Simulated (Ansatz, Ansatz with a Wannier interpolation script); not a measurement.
Rows from a G0W0 calculation on GaN (P6_3mc) (Ansatz 0.2.0; G0W0 on LDA, plane waves, PAW; 9×9×4 mesh, 207 empty bands, screening to 160 eV), in eV. Spin-orbit coupling is left out.

The database entry behind the starting cell differs from later determinations by our own check (about 0.3 % short, ideal inner coordinate), so it need not match the best structure at ambient conditions.

```
row  k  band   start       Σx  Σc at the solution      Vxc
  A  Γ    v6   2.247  -20.276               4.652  -14.956
  B  Γ    c1  11.446  -11.723              -3.748  -16.164
  C  Γ    v4   8.395  -22.898               3.092  -19.206
  D  Γ    v1   9.469  -23.836               2.833  -20.492
  E  Γ    c2  13.667  -10.386              -4.535  -15.853
  F  Γ    v3   9.406  -23.739               2.846  -20.378
```

Q: Work out each quasiparticle level and how far it moved.

The quasiparticle equation reads E = start + Σx + Σc(E) − Vxc.

```
row  E (eV)  shift (eV)
  A   1.579      −0.668
  B  12.139      +0.693
  C   7.795      −0.600
  D   8.958      −0.511
  E  14.599      +0.932
  F   8.890      −0.516
```

Limits: not at the basis limit; no spin-orbit coupling.

[Paths, hosts, dates, memory and timing lines, banners, echoed tables and standing remarks are left out of the program output.]

[Logs are printed without paths, hosts, clocks, repeated set-up lines and the standing remarks that a program may print on its own settings, such as how far it seeks lower states.]

[Runs of the session that timed out or met a known fault of the program may be left out.]

[Hosts, paths, dates, database ids (printed as entryN), source tags and the programs' standing remarks are cut or masked in the printed files.]
